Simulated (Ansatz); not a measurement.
# BaLiBrF2: complex band structure, part 2 of 2

Wanted: the relaxed cell of BaLiBrF2, its band edges and its decay constants. It is built by putting Br for part of the F in the BaLiF3 structure of space group Pm-3m, with the volume rescaled by atomic radii. The parent structure comes from the Materials Project.

Ansatz 0.2.0; LDA DFT, plane waves, PAW files (the session's first sound run).

So far, gap on the k-mesh (eV): step 3 (the bulk crystal and its band edges) 3.68.

The structure was built from a prototype and need not be the compound's stable phase.

### Step 4. Decaying states in the gap

This step: LDA DFT, plane waves, PAW files; complex bands by layer matching along the plane's normal (Ansatz 0.2.0).

The same crystal is laid in a cell whose first two vectors span the (110) plane (indices of the standard conventional cell, whose axes can be ordered otherwise than in the bulk input). At fixed energy and wavevector in the plane the solver finds all kz, real and complex. A few wavevectors are listed, (0, 0), (-0.5, 0) and (0.5, 0) (two of them one point) in units of the plane's reciprocal vectors; the slowest state needn't be among them.

The input, input.yaml:

```yaml
crystal:
  lattice:
    - [4.519080611, 0.0, 0.0]
    - [0.0, 6.130545411, 0.0]
    - [0.0, 3.065272705, 3.065272705]
  atoms:
    - { symbol: Ba, position: [0.0, 0.0, 0.0] }
    - { symbol: Li, position: [0.5, 0.5, 0.0] }
    - { symbol: F, position: [0.5, 0.5, 0.5] }
    - { symbol: Br, position: [0.0, 0.5, 0.0] }
    - { symbol: F, position: [0.5, 0.0, 0.5] }
kpoints:
  mp_grid: { grid: [6, 8, 8] }
scf:
  occupations: { method: fixed }
hamiltonian:
  xc: lda
output:
  eigenvalues: true
  transmission:
    leads: [[0, 0]]
    kpoints: [[0.0, 0.0], [-0.5, 0.0], [0.5, 0.0]]
    e_range: [-1.0, 4.68]
    de: 0.09
```

On the command line:

```bash
$ ansatz run input.yaml --threads 2 --pin off --max-ram 4096MiB --backend cpu --events-out ev --progress --plain --runs-dir out
```

Numbers of over 12 decimals in the logs are rounded to 6 here.

Log:

```text
[...]
Crystal: 5 atoms, lattice volume = 84.922 Å³
Basis set: ecut = 420 eV, 1655 PW (Γ)
Bands: 22, of which v1, the nominal top of the filled ones, is band 17 counted from 1 (16 counted from 0)
Symmetry: 16 space group operations
[...]
k-points: 60 of 384
[...]
SCF iter   1: F=—  HF=-10270.746526 eV  |F-HF|=—  |Δ(HF+E_count)|=         —  Δρ=1.42e-2  dr2=1.25e-1  ethr=1.77e-3  ⟨swp⟩=5.0  Hψ=5795  notcnv=0  defer=165
[...]
SCF iter   7: F=-10270.709399 eV  HF=-10270.709399 eV  |F-HF|=1.53e-9  |Δ(HF+E_count)|=   6.83e-9  Δρ=1.89e-6  dr2=5.11e-9  ethr=2.94e-10  ⟨swp⟩=10.9  Hψ=7607  notcnv=0
SCF 1 converged in 7 iterations: F = -10270.709399 eV  dr2 = 5.11e-9
[...]
transmission: 6 of 18 steps passed
transmission: 12 of 18 steps passed
transmission: 18 of 18 steps passed
SCF converged after 7 iterations
Free energy (F): -10270.709399 eV
[...]
Internal energy: -10270.709399 eV  (E = F + TS)
E sigma→0 (E₀):  -10270.709399 eV
Fermi energy:    4.891857 eV
[...]
--- Band table (eV; the first three rows and the last of 60) ---
  k-point 0: bands = [... 13 lower, 3.7594, 4.6225, 4.6225, 4.7109, 8.5681, 10.0344, 10.8300, 10.9655, ... 1 higher]
  k-point 1: bands = [... 13 lower, 3.7755, 4.1225, 4.5491, 4.5932, 9.1752, 10.3138, 11.0978, 11.9181, ... 1 higher]
  k-point 2: bands = [... 13 lower, 3.5754, 3.8625, 4.2471, 4.4200, 10.7248, 10.9185, 11.6986, 12.0201, ... 1 higher]
  k-point 59: bands = [... 13 lower, 3.4959, 3.5514, 4.4650, 4.5814, 11.9214, 12.3011, 12.7810, 12.9395, ... 1 higher]
--- Transmission ---
  basis      : 243 plane waves across, 6 finite elements along
  points     : 3, as listed
  energies   : 64 from -1.000000 to 4.670000 eV about the Fermi level, 0.090000 eV apart; the leads are filled to 1.838128 eV, and channels, transmission and decay are at 1.880000 eV
  crystal 0  : Ba1Li1Br1F2, at the sites [0, 0], period 3.0653 Å: whole cells are its period
    offset         : up to 0.0000 Å between an atom of the period and one for which it stands
    channels       : 0.000000e0 a spin
    conductance    : none, the energies end too early or step too widely for 300 K: set another output.transmission.e_range or a lower de, or, where they end at an eighth of basis.ecutwfc, a higher one
    slowest decay  : 0.2745 /Å at (0.0000, 0.0000)
```

It took 75 s on 2 threads of Arm Neoverse V1, shared host; peak memory 0.68 GiB; 2 min of CPU time.

This step gave:

```yaml
free_energy: -10270.7094 eV
level_to_which_the_leads_are_filled: 1.838 eV from the Fermi level
decay_constant_at_the_filling_level_zone_centre: 0.2745 Å⁻¹
decay_constant_at_the_filling_level_slowest_listed_point: 0.2745 Å⁻¹
```

K parallel (0, 0); values up to 1.5 1/Å, a degenerate pair printed once or twice; energies at which all values exceed this have no row. The Im kz of the slowest decaying states by energy, zero at the highest filled level on the SCF mesh:

```
energy (eV)  decay 1 (Å⁻¹)  decay 2 (Å⁻¹)  decay 3 (Å⁻¹)  decay 4 (Å⁻¹)
     -1.000          0.167          0.502          0.698          0.818
     -0.460          0.194          0.346          0.363          0.646
     -0.010          0.143          0.253          0.305          0.334
      0.530          0.220          0.294          0.419          0.485
      0.980          0.249          0.315          0.427          0.516
      1.520          0.268          0.332          0.409          0.536
      1.970          0.275          0.340          0.379          0.542
      2.510          0.276          0.325          0.345          0.535
      2.960          0.262          0.271          0.344          0.519
      3.500          0.133          0.259          0.340          0.483
      4.040          0.240          0.330          0.425          0.565
      4.490          0.217          0.319          0.349          0.531
```

K parallel (-0.5, 0); values up to 1.5 1/Å, a degenerate pair printed once or twice; energies at which all values exceed this have no row. Im kz of the slowest decaying states against energy, zero at the highest filled level on the SCF mesh:

```
energy (eV)  decay 1 (Å⁻¹)  decay 2 (Å⁻¹)  decay 3 (Å⁻¹)  decay 4 (Å⁻¹)
     -1.000          0.136          0.256          0.490          0.919
     -0.460          0.213          0.271          0.494          0.697
     -0.010         0.0985          0.257          0.272          0.381
      0.530          0.229          0.285          0.376          0.453
      0.980          0.272          0.299          0.446          0.489
      1.520          0.301          0.307          0.477          0.513
      1.970          0.309          0.315          0.479          0.521
      2.510          0.305          0.324          0.464          0.516
      2.960          0.298          0.327          0.441          0.500
      3.500          0.285          0.325          0.398          0.431
      4.040          0.266          0.314          0.317          0.339
      4.490          0.169          0.244          0.269          0.307
```

K parallel (0.5, 0); values up to 1.5 1/Å, a degenerate pair printed once or twice; energies at which all values exceed this have no row. Table of Im kz of the slowest decaying states by energy, zero at the highest filled level on the SCF mesh:

```
energy (eV)  decay 1 (Å⁻¹)  decay 2 (Å⁻¹)  decay 3 (Å⁻¹)  decay 4 (Å⁻¹)
      -1.00          0.136          0.256          0.490          0.919
      -0.73         0.0913          0.160          0.415          0.428
      -0.55          0.200          0.236          0.471          0.632
      -0.28          0.234          0.324          0.532          0.752
      -0.10          0.250          0.364          0.563          0.795
      -0.01         0.0985          0.257          0.272          0.381
       0.17          0.164          0.238          0.268          0.410
       0.35          0.202          0.278          0.323          0.434
       0.62          0.240          0.288          0.395          0.462
       0.80          0.257          0.294          0.425          0.477
       1.07          0.278          0.301          0.454          0.494
       1.25          0.288          0.304          0.466          0.503
       1.52          0.301          0.307          0.477          0.513
       1.70          0.308          0.308          0.480          0.517
       1.97          0.309          0.315          0.479          0.521
       2.15          0.308          0.319          0.476          0.521
       2.42          0.306          0.323          0.468          0.518
       2.60          0.304          0.325          0.461          0.514
       2.87          0.300          0.327          0.446          0.504
       3.05          0.297          0.327          0.435          0.496
       3.32          0.290          0.326          0.414          0.465
       3.50          0.285          0.325          0.398          0.431
       3.77          0.276          0.321          0.371          0.376
       3.95          0.269          0.319          0.336          0.350
       4.22          0.258          0.266          0.313          0.314
       4.40          0.207          0.249          0.285          0.309
       4.67         0.0276          0.233          0.233          0.290
```

At the listed wavevectors the last open channel is at -0.01 eV and the next at +3.68 eV on the grid. At +1.88 eV, the grid energy nearest the filling level (the middle of the gap on the SCF mesh), the slowest state at the listed wavevectors decays with κ = 0.275 Å⁻¹, its amplitude falling by e over 3.6 Å. Through 1 nm of this crystal that state's transmission falls by exp(−2 × 0.275 Å⁻¹ × 10 Å) = 0.0041.

### Step 5. Decay over the two-dimensional zone

The listed points could miss the slowest state, so one energy near mid-gap is solved on a mesh of 8×8.

input.yaml, as its differences from that of step 4:

```diff
@@ -19,6 +19,2 @@
   eigenvalues: true
-  transmission:
-    leads: [[0, 0]]
-    kpoints: [[0.0, 0.0], [-0.5, 0.0], [0.5, 0.0]]
-    e_range: [-1.0, 4.68]
-    de: 0.09
+  transmission: { leads: [[0, 0]], kmesh: [8, 8], e_range: [1.84, 1.85], de: 0.05 }
```

Log:

```text
[...]
Crystal: 5 atoms, lattice volume = 84.922 Å³
Basis set: ecut = 420 eV, 1655 PW (Γ)
Bands: 22, of which v1, the nominal top of the filled ones, is band 17 counted from 1 (16 counted from 0)
Symmetry: 16 space group operations
[...]
k-points: 60 of 384
[...]
SCF iter   1: F=—  HF=-10270.746526 eV  |F-HF|=—  |Δ(HF+E_count)|=         —  Δρ=1.42e-2  dr2=1.25e-1  ethr=1.77e-3  ⟨swp⟩=5.0  Hψ=5795  notcnv=0  defer=165
[...]
SCF iter   7: F=-10270.709399 eV  HF=-10270.709399 eV  |F-HF|=1.53e-9  |Δ(HF+E_count)|=   6.83e-9  Δρ=1.89e-6  dr2=5.11e-9  ethr=2.94e-10  ⟨swp⟩=10.9  Hψ=7607  notcnv=0
SCF 1 converged in 7 iterations: F = -10270.709399 eV  dr2 = 5.11e-9
[...]
transmission: 15 of 125 steps passed
transmission: 30 of 125 steps passed
[...]
transmission: 125 of 125 steps passed
SCF converged after 7 iterations
Free energy (F): -10270.709399 eV
[...]
Internal energy: -10270.709399 eV  (E = F + TS)
E sigma→0 (E₀):  -10270.709399 eV
Fermi energy:    4.891857 eV
[...]
--- Band table (eV; the first three rows and the last of 60) ---
  k-point 0: bands = [... 13 lower, 3.7594, 4.6225, 4.6225, 4.7109, 8.5681, 10.0344, 10.8300, 10.9655, ... 1 higher]
  k-point 1: bands = [... 13 lower, 3.7755, 4.1225, 4.5491, 4.5932, 9.1752, 10.3138, 11.0978, 11.9181, ... 1 higher]
  k-point 2: bands = [... 13 lower, 3.5754, 3.8625, 4.2471, 4.4200, 10.7248, 10.9185, 11.6986, 12.0201, ... 1 higher]
  k-point 59: bands = [... 13 lower, 3.4959, 3.5514, 4.4650, 4.5814, 11.9214, 12.3011, 12.7810, 12.9395, ... 1 higher]
--- Transmission ---
  basis      : 243 plane waves across, 5 finite elements along
  points     : 25, standing for a mesh of 8 x 8
  energies   : 1 from 1.840000 to 1.840000 eV about the Fermi level; the leads are filled to 1.838128 eV, and channels, transmission and decay are at 1.840000 eV
[...]
channels       : 0.000000e0 a spin
    conductance    : none, crystal 0 has no channel at the energies, or these end too early or step too widely for 300 K: set another output.transmission.e_range or a lower de, or, where they end at an eighth of basis.ecutwfc, a higher one
    slowest decay  : 0.2740 /Å at (0.0000, 0.0000)
```

Elapsed: 32 s, on 2 threads; peak memory 0.65 GiB.

Numbers from this step:

```yaml
least_decay_constant_on_the_mesh: 0.274 Å⁻¹
```

Slowest decay constant (1/Å; 0 where a channel is open) over k1 and k2. At 1.8400 eV from the Fermi level.

Ten even steps from '0' (0.274) to '9' (0.314):
```
99777779
98644468
88521258
87520257
88521258
98644468
99777779
99999999
```
Columns: k1 (b1) from -0.5 to 0.375; rows upwards: k2 (b2) from -0.5 to 0.375.

The least value on the mesh is 0.274 Å⁻¹ at +1.84 eV. At that energy the listed points give about 0.274 Å⁻¹ by interpolation, so the mesh holds no clearly slower state.

### Step 6. Results

* band gap: 3.68 eV
* least decay constant at mid-gap, normal to (110): 0.275 Å⁻¹
* least decay constant on a mesh, normal to (110): 0.274 Å⁻¹

What this shows: With LDA, the slowest decay at the wavevectors tried is κ = 0.275 Å⁻¹, normal to (110). Through such a film the transmission near mid-gap falls as exp(−2κd), a factor of ten every 4.2 Å. A free electron under a barrier of half the gap would need a mass of 0.16 mₑ to decay at this rate. The compound is made up by substitution; its stability against other phases and against distortions of the cell's symmetry was not tested. A semilocal functional narrows gaps, so real decay constants are likely larger.

[Logs are printed without paths, hosts, clocks, repeated set-up lines and the standing remarks that a program may print on its own settings, such as how far it seeks lower states.]

[Hosts, paths, dates, database ids (printed as entryN), source tags and the programs' standing remarks are cut or masked in the printed files.]
